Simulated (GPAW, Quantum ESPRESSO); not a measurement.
The O K edge of atom 5 in Al2O3 (Corundum, R-3c), with 2 Al at 1.85 Å and 2 Al at 1.97 Å (4-fold, site symmetry 2), was computed in 2 ways: full core hole (charged cell) and no core hole. Program and functional: Quantum ESPRESSO XSpectra, PBE, Lorentzian half width 0.3 eV up to 4 eV, rising linearly to 2.5 eV at 25 eV; cells of 10 atoms.

Each run is counted from its own lowest empty level or Fermi level and scaled to a mean of 1 over its first 20 eV. (XSpectra's own axis starts at xe0, in the gap; it has been shifted.)

| E (eV) | run 1 | run 2 |
| --- | --- | --- |
| -2.0 | 0.03 | 0.03 |
| -1.5 | 0.04 | 0.03 |
| -1.0 | 0.04 | 0.03 |
| -0.5 | 0.05 | 0.04 |
| 0.0 | 0.07 | 0.05 |
| 0.5 | 0.11 | 0.08 |
| 1.0 | 0.17 | 0.11 |
| 1.5 | 0.26 | 0.20 |
| 2.0 | 0.43 | 0.30 |
| 2.5 | 0.66 | 0.47 |
| 3.0 | 1.12 | 0.70 |
| 3.5 | 1.88 | 0.97 |
| 4.0 | 2.30 | 1.15 |
| 4.5 | 2.33 | 1.25 |
| 5.0 | 2.16 | 1.31 |
| 5.5 | 2.03 | 1.41 |
| 6.0 | 2.01 | 1.55 |
| 6.5 | 2.09 | 1.73 |
| 7.0 | 2.15 | 1.90 |
| 7.5 | 2.07 | 2.02 |
| 8.0 | 1.83 | 2.10 |
| 8.5 | 1.57 | 2.17 |
| 9.0 | 1.35 | 2.13 |
| 9.5 | 1.14 | 1.93 |
| 10.0 | 0.96 | 1.64 |
| 10.5 | 0.82 | 1.36 |
| 11.0 | 0.72 | 1.15 |
| 11.5 | 0.65 | 1.00 |
| 12.0 | 0.61 | 0.89 |
| 12.5 | 0.58 | 0.81 |
| 13.0 | 0.55 | 0.75 |
| 13.5 | 0.54 | 0.72 |
| 14.0 | 0.54 | 0.70 |
| 14.5 | 0.54 | 0.68 |
| 15.0 | 0.54 | 0.67 |
| 15.5 | 0.54 | 0.66 |
| 16.0 | 0.54 | 0.65 |
| 16.5 | 0.54 | 0.64 |
| 17.0 | 0.54 | 0.64 |
| 17.5 | 0.55 | 0.63 |
| 18.0 | 0.55 | 0.62 |
| 18.5 | 0.55 | 0.62 |
| 19.0 | 0.56 | 0.61 |
| 19.5 | 0.56 | 0.61 |
| 20.0 | 0.57 | 0.62 |
| 20.5 | 0.59 | 0.63 |
| 21.0 | 0.61 | 0.65 |
| 21.5 | 0.63 | 0.67 |
| 22.0 | 0.64 | 0.69 |
| 22.5 | 0.65 | 0.70 |
| 23.0 | 0.65 | 0.70 |
| 23.5 | 0.65 | 0.70 |
| 24.0 | 0.63 | 0.68 |
| 24.5 | 0.61 | 0.66 |
| 25.0 | 0.59 | 0.64 |
| 25.5 | 0.56 | 0.62 |
| 26.0 | 0.54 | 0.59 |
| 26.5 | 0.53 | 0.57 |
| 27.0 | 0.51 | 0.56 |
| 27.5 | 0.51 | 0.55 |
| 28.0 | 0.50 | 0.54 |
| 28.5 | 0.50 | 0.54 |
| 29.0 | 0.50 | 0.54 |
| 29.5 | 0.51 | 0.54 |
| 30.0 | 0.51 | 0.54 |
| 30.5 | 0.52 | 0.54 |
| 31.0 | 0.52 | 0.54 |
| 31.5 | 0.52 | 0.55 |
| 32.0 | 0.53 | 0.55 |

**Question.** Which run is which?

Run 1: full core hole (charged cell) (area from −2 to 6 eV 7.3, main maxima 4.2 eV (2.35), 7.0 eV (2.15) and 22.8 eV (0.66)). Run 2: no core hole (area from −2 to 6 eV 4.4, main maxima 8.7 eV (2.18) and 22.9 eV (0.70)). With each curve scaled to its own mean, the area from −2 to 6 eV with the hole is 7.3 against 4.4, and the centre of weight from −1 to 20 eV moves by -1.1 eV: the hole pulls the absorber's empty states down.

[Hosts, paths, dates, database ids (printed as entryN), source tags and the programs' standing remarks are cut or masked in the printed files.]

[Lists of maxima count a maximum above −3 eV only where it reaches 4 % of the highest in the window and stands out from its surroundings by 2 % of it (1.5 % where it reaches 55 %); shoulders and weaker maxima are passed over, and of the rest the first, up to two pre-edge ones and the few strongest are named.]
